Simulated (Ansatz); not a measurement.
**Where H_N puts its levels in the gap of Al3GaN4 (Pm)**

Charge states of H_N in Al3GaN4 (Pm), set against the band edges. Model: a cell of 96 host atoms with 1 N taken out and 1 H put in.

Calculated with Ansatz 0.2.0; place-levels on PBEsol runs: charge-transition levels and formation energies with image-charge correction and potential alignment at the atomic sites.

## 1. The structure

The cell holds 96 atoms: 36 Al, 12 Ga, 47 N and 1 H. Its edges and angles: a = 10.087 Å, b = 9.390 Å, c = 10.836 Å, α = 90.0°, β = 90.0°, γ = 90.0°. It derives from Al3GaN4 (space group Pm). Nearest the centre at fractional (0.561, 0.500, 0.584): H78 at 0.00 Å, Al66 at 1.90 Å, Al91 at 1.90 Å, Al75 at 1.90 Å, Al73 at 1.91 Å, N23 at 3.07 Å, N48 at 3.09 Å, N32 at 3.09 Å.

The host's dielectric constants go in as inputs: (4.99, 4.79, 4.80) for the electrons alone, (9.98, 8.63, 8.67) with the ions, from a response run on this crystal (DFPT, PBEsol) at that run's own cell.

The cell's shortest repeat is 9.4 Å.

## 2. What was run first

A transition level is the Fermi level at which two charge states cost the same, so each charge needs its own total energy, at its own relaxed structure.

Random displacements of about 0.05 Å break the site symmetry at the start, so that the relaxation can reach a distorted minimum if there is one. Forces are taken at one point at (¼, ¼, ¼). The cell holds 1 electron more than the neutral one, with a uniform background that keeps it neutral on the whole. The electron count is odd, so at least one spin is unpaired; this run locks the moment at 1 μB.

The sampling was tested on the host first: at the k-points planned (1x1x1 shifted 0.25 0.25 0.25) its energy lies 0.000 eV an atom from the dense-mesh value, under the bound of 0.02 eV set for this test; that bounds the host's error, not the defect's.

One state's input; the others differ in charge, spin, start and seed, and in occupations where the table says so.

File qm1_M1.relax/input.yaml:

```yaml
crystal:
  lattice:
    - [10.08692036, 0.0, 0.00025278]
    - [0.0, 9.39015678, 0.0]
    - [-0.00644816, 0.0, 10.83601904]
  atoms:
    - { symbol: Al, position: [0.25011429, 0.16666667, 0.08366547] }
    - { symbol: Al, position: [0.00045975, 0.16666667, 0.41740262] }
    - { symbol: Al, position: [0.00054363, 0.0, 0.16584607] }
    - { symbol: Ga, position: [0.24970976, 0.0, 0.33310101] }
    - { symbol: "N", position: [0.05558729, 0.0, 0.33316331] }
    - { symbol: "N", position: [0.06122767, 0.16666667, 0.08357752] }
    - { symbol: "N", position: [0.31256195, 0.16666667, 0.42009678] }
    - { symbol: "N", position: [0.31159516, 0.0, 0.16314772] }
    - { symbol: Al, position: [0.25011429, 0.16666667, 0.58366547] }
    - { symbol: Al, position: [0.00045975, 0.16666667, 0.91740262] }
    - { symbol: Al, position: [0.00054363, 0.0, 0.66584607] }
    - { symbol: Ga, position: [0.24970976, 0.0, 0.83310101] }
    - { symbol: "N", position: [0.05558729, 0.0, 0.83316331] }
    - { symbol: "N", position: [0.06122767, 0.16666667, 0.58357752] }
    - { symbol: "N", position: [0.31256195, 0.16666667, 0.92009678] }
    - { symbol: "N", position: [0.31159516, 0.0, 0.66314772] }
    - { symbol: Al, position: [0.25011429, 0.5, 0.08366547] }
    - { symbol: Al, position: [0.00045975, 0.5, 0.41740262] }
    - { symbol: Al, position: [0.00054363, 0.33333333, 0.16584607] }
    - { symbol: Ga, position: [0.24970976, 0.33333333, 0.33310101] }
    - { symbol: "N", position: [0.05558729, 0.33333333, 0.33316331] }
    - { symbol: "N", position: [0.06122767, 0.5, 0.08357752] }
    - { symbol: "N", position: [0.31256195, 0.5, 0.42009678] }
    - { symbol: "N", position: [0.31159516, 0.33333333, 0.16314772] }
    - { symbol: Al, position: [0.25011429, 0.5, 0.58366547] }
    - { symbol: Al, position: [0.00045975, 0.5, 0.91740262] }
    - { symbol: Al, position: [0.00054363, 0.33333333, 0.66584607] }
    - { symbol: Ga, position: [0.24970976, 0.33333333, 0.83310101] }
    - { symbol: "N", position: [0.05558729, 0.33333333, 0.83316331] }
    - { symbol: "N", position: [0.06122767, 0.5, 0.58357752] }
    - { symbol: "N", position: [0.31256195, 0.5, 0.92009678] }
    - { symbol: "N", position: [0.31159516, 0.33333333, 0.66314772] }
    - { symbol: Al, position: [0.25011429, 0.83333333, 0.08366547] }
    - { symbol: Al, position: [0.00045975, 0.83333333, 0.41740262] }
    - { symbol: Al, position: [0.00054363, 0.66666667, 0.16584607] }
    - { symbol: Ga, position: [0.24970976, 0.66666667, 0.33310101] }
    - { symbol: "N", position: [0.05558729, 0.66666667, 0.33316331] }
    - { symbol: "N", position: [0.06122767, 0.83333333, 0.08357752] }
    - { symbol: "N", position: [0.31256195, 0.83333333, 0.42009678] }
    - { symbol: "N", position: [0.31159516, 0.66666667, 0.16314772] }
    - { symbol: Al, position: [0.25011429, 0.83333333, 0.58366547] }
    - { symbol: Al, position: [0.00045975, 0.83333333, 0.91740262] }
    - { symbol: Al, position: [0.00054363, 0.66666667, 0.66584607] }
    - { symbol: Ga, position: [0.24970976, 0.66666667, 0.83310101] }
    - { symbol: "N", position: [0.05558729, 0.66666667, 0.83316331] }
    - { symbol: "N", position: [0.06122767, 0.83333333, 0.58357752] }
    - { symbol: "N", position: [0.31256195, 0.83333333, 0.92009678] }
    - { symbol: "N", position: [0.31159516, 0.66666667, 0.66314772] }
    - { symbol: Al, position: [0.75011429, 0.16666667, 0.08366547] }
    - { symbol: Al, position: [0.50045975, 0.16666667, 0.41740262] }
    - { symbol: Al, position: [0.50054363, 0.0, 0.16584607] }
    - { symbol: Ga, position: [0.74970976, 0.0, 0.33310101] }
    - { symbol: "N", position: [0.55558729, 0.0, 0.33316331] }
    - { symbol: "N", position: [0.56122767, 0.16666667, 0.08357752] }
    - { symbol: "N", position: [0.81256195, 0.16666667, 0.42009678] }
    - { symbol: "N", position: [0.81159516, 0.0, 0.16314772] }
    - { symbol: Al, position: [0.75011429, 0.16666667, 0.58366547] }
    - { symbol: Al, position: [0.50045975, 0.16666667, 0.91740262] }
    - { symbol: Al, position: [0.50054363, 0.0, 0.66584607] }
    - { symbol: Ga, position: [0.74970976, 0.0, 0.83310101] }
    - { symbol: "N", position: [0.55558729, 0.0, 0.83316331] }
    - { symbol: "N", position: [0.56122767, 0.16666667, 0.58357752] }
    - { symbol: "N", position: [0.81256195, 0.16666667, 0.92009678] }
    - { symbol: "N", position: [0.81159516, 0.0, 0.66314772] }
    - { symbol: Al, position: [0.75011429, 0.5, 0.08366547] }
    - { symbol: Al, position: [0.50045975, 0.5, 0.41740262] }
    - { symbol: Al, position: [0.50054363, 0.33333333, 0.16584607] }
    - { symbol: Ga, position: [0.74970976, 0.33333333, 0.33310101] }
    - { symbol: "N", position: [0.55558729, 0.33333333, 0.33316331] }
    - { symbol: "N", position: [0.56122767, 0.5, 0.08357752] }
    - { symbol: "N", position: [0.81256195, 0.5, 0.42009678] }
    - { symbol: "N", position: [0.81159516, 0.33333333, 0.16314772] }
    - { symbol: Al, position: [0.75011429, 0.5, 0.58366547] }
    - { symbol: Al, position: [0.50045975, 0.5, 0.91740262] }
    - { symbol: Al, position: [0.50054363, 0.33333333, 0.66584607] }
    - { symbol: Ga, position: [0.74970976, 0.33333333, 0.83310101] }
    - { symbol: "N", position: [0.55558729, 0.33333333, 0.83316331] }
    - { symbol: H, position: [0.56122767, 0.5, 0.58357752] }
    - { symbol: "N", position: [0.81256195, 0.5, 0.92009678] }
    - { symbol: "N", position: [0.81159516, 0.33333333, 0.66314772] }
    - { symbol: Al, position: [0.75011429, 0.83333333, 0.08366547] }
    - { symbol: Al, position: [0.50045975, 0.83333333, 0.41740262] }
    - { symbol: Al, position: [0.50054363, 0.66666667, 0.16584607] }
    - { symbol: Ga, position: [0.74970976, 0.66666667, 0.33310101] }
    - { symbol: "N", position: [0.55558729, 0.66666667, 0.33316331] }
    - { symbol: "N", position: [0.56122767, 0.83333333, 0.08357752] }
    - { symbol: "N", position: [0.81256195, 0.83333333, 0.42009678] }
    - { symbol: "N", position: [0.81159516, 0.66666667, 0.16314772] }
    - { symbol: Al, position: [0.75011429, 0.83333333, 0.58366547] }
    - { symbol: Al, position: [0.50045975, 0.83333333, 0.91740262] }
    - { symbol: Al, position: [0.50054363, 0.66666667, 0.66584607] }
    - { symbol: Ga, position: [0.74970976, 0.66666667, 0.83310101] }
    - { symbol: "N", position: [0.55558729, 0.66666667, 0.83316331] }
    - { symbol: "N", position: [0.56122767, 0.83333333, 0.58357752] }
    - { symbol: "N", position: [0.81256195, 0.83333333, 0.92009678] }
    - { symbol: "N", position: [0.81159516, 0.66666667, 0.66314772] }
  host:
    repeats: [2, 3, 2]
    atoms:
      - { symbol: Al, position: [0.50022857, 0.5, 0.16733093] }
      - { symbol: Al, position: [0.00091951, 0.5, 0.83480524] }
      # ... 6 more atoms of the perfect host
total_charge: -1
basis:
  ecutwfc: 420
  xc_grid: 2
hamiltonian:
  xc: pbesol
kpoints:
  mp_grid: { grid: [1, 1, 1], shift: [0.25, 0.25, 0.25] }
magnetization:
  spin_polarized: true
  initial_magnetization: 1
  spin_locking: { lock_magnetization: hard }
scf:
  occupations: { method: fixed }
  max_iter: 80
output:
  forces: true
  charged_corrections:
    epsilon: [4.99, 4.79, 4.8]
    static_epsilon: [9.98, 8.63, 8.67]
    defect_position: [0.561228, 0.5, 0.583578]
relax:
  f_tol: 0.02
  max_steps: 80
  random_displacement: { amplitude: 0.05, seed: 2139 }
checkpoint:
  write: "../qm1_M1.relax.run"
  compress: false
  write_wavefunctions: true
  write_every: 100000
```

The run is started by

```
ansatz run input.yaml --threads 8 --pin off --max-ram 14131MiB --backend cpu --events-out ev --progress --plain --runs-dir out
```

The relaxed structure is kept and the sampling changed to a 2×2×2 shifted mesh.

The run of this state that the levels use, under PBEsol:

File qm1_M1.point/input.yaml:

```yaml
crystal:
  checkpoint: "../qm1_M1.relax.run"
  host: checkpoint
total_charge: -1
basis:
  ecutwfc: 420
  xc_grid: 2
hamiltonian:
  xc: pbesol
kpoints:
  mp_grid: { grid: [2, 2, 2], shift: [0.5, 0.5, 0.5] }
magnetization:
  spin_polarized: true
  initial_magnetization: 1
  spin_locking: { lock_magnetization: hard }
scf:
  occupations: { method: fermi_dirac, width: 0.01 }
  max_iter: 80
output:
  forces: true
  eigenvalues: true
  charged_corrections:
    epsilon: [4.99, 4.79, 4.8]
    static_epsilon: [9.98, 8.63, 8.67]
    defect_position: [0.561228, 0.5, 0.583578]
  eigenstates: { localisation: true }
  populations: true
  efg: {}
checkpoint:
  read: "../qm1_M1.relax.run"
  write: "../qm1_M1.point.run"
  compress: false
  write_wavefunctions: false
  write_every: 100000
```

Relaxations under PBEsol at one point at (¼, ¼, ¼); times on 8 threads of Arm Neoverse V1, shared host:

| charge | moment (μB) | occupations | outcome | steps | largest displacement against the far atoms (Å) | time |
| --- | --- | --- | --- | --- | --- | --- |
| −1 | 1 | fixed | converged | 16 | 1.38 | 6.8 min |
| 0 | 0 | fixed | not converged | - | - | 47 s |
| 0 | 0 | fermi-dirac | converged | 17 | 1.38 | 3.2 min |
| +1 | 1 | fixed | converged | 12 | 0.72 | 4.6 min |
| +2 | 0 | fixed | converged | 8 | 0.39 | 84 s |
| +3 | 1 | fixed | converged | 10 | 0.37 | 3.9 min |
| 0 | 2 | fixed | converged | 22 | 0.76 | 8.6 min |

Single points under PBEsol at a 2×2×2 shifted mesh; times on 8 threads of Arm Neoverse V1, shared host:

| charge | moment (μB) | occupations | outcome | time |
| --- | --- | --- | --- | --- |
| −1 | 1 | fermi-dirac | converged | 2.9 min |
| 0 | 0 | fermi-dirac | converged | 85 s |
| +1 | 1 | fermi-dirac | converged | 2.7 min |
| +2 | 0 | fermi-dirac | converged | 81 s |
| +3 | 1 | fermi-dirac | converged | 3.8 min |
| 0 | 2 | fermi-dirac | converged | 3.2 min |

Distances (Å) from H78 to the nearest atoms after relaxation with PBEsol:

| charge | moment (μB) | 1. | 2. | 3. | 4. | 5. | 6. |
| --- | --- | --- | --- | --- | --- | --- | --- |
| −1 | 1 | Al 1.72 | Al 1.91 | Al 2.02 | N 2.33 | N 2.37 | Ga 2.44 |
| 0 | 0 | Al 1.66 | Al 1.94 | Al 2.23 | N 2.31 | Ga 2.38 | N 2.41 |
| 0 | 2 | Al 1.80 | Al 1.84 | Al 1.89 | N 2.65 | N 2.66 | N 2.66 |
| +1 | 1 | Al 1.76 | Al 1.76 | Al 2.46 | Al 2.59 | N 2.66 | N 2.66 |
| +2 | 0 | Al 2.07 | Al 2.07 | Al 2.10 | Al 2.39 | N 3.01 | N 3.02 |
| +3 | 1 | Al 2.07 | Al 2.07 | Al 2.08 | Al 2.36 | N 3.00 | N 3.02 |

[end of part 1 of 2]

[Logs are printed without paths, hosts, clocks, repeated set-up lines and the standing remarks that a program may print on its own settings, such as how far it seeks lower states.]

[Hosts, paths, dates, database ids (printed as entryN), source tags and the programs' standing remarks are cut or masked in the printed files.]

[Where a table of states has a column of steps, it counts the stored structures, which are thinned; the runs took as many ionic steps or more.]

[A defect's name tells the site on which it was built; relaxed atoms can leave that site.]

[For some hosts the program warned that the k-mesh of the response run may be too coarse for force constants and the static dielectric constant; such warnings are not shown here.]
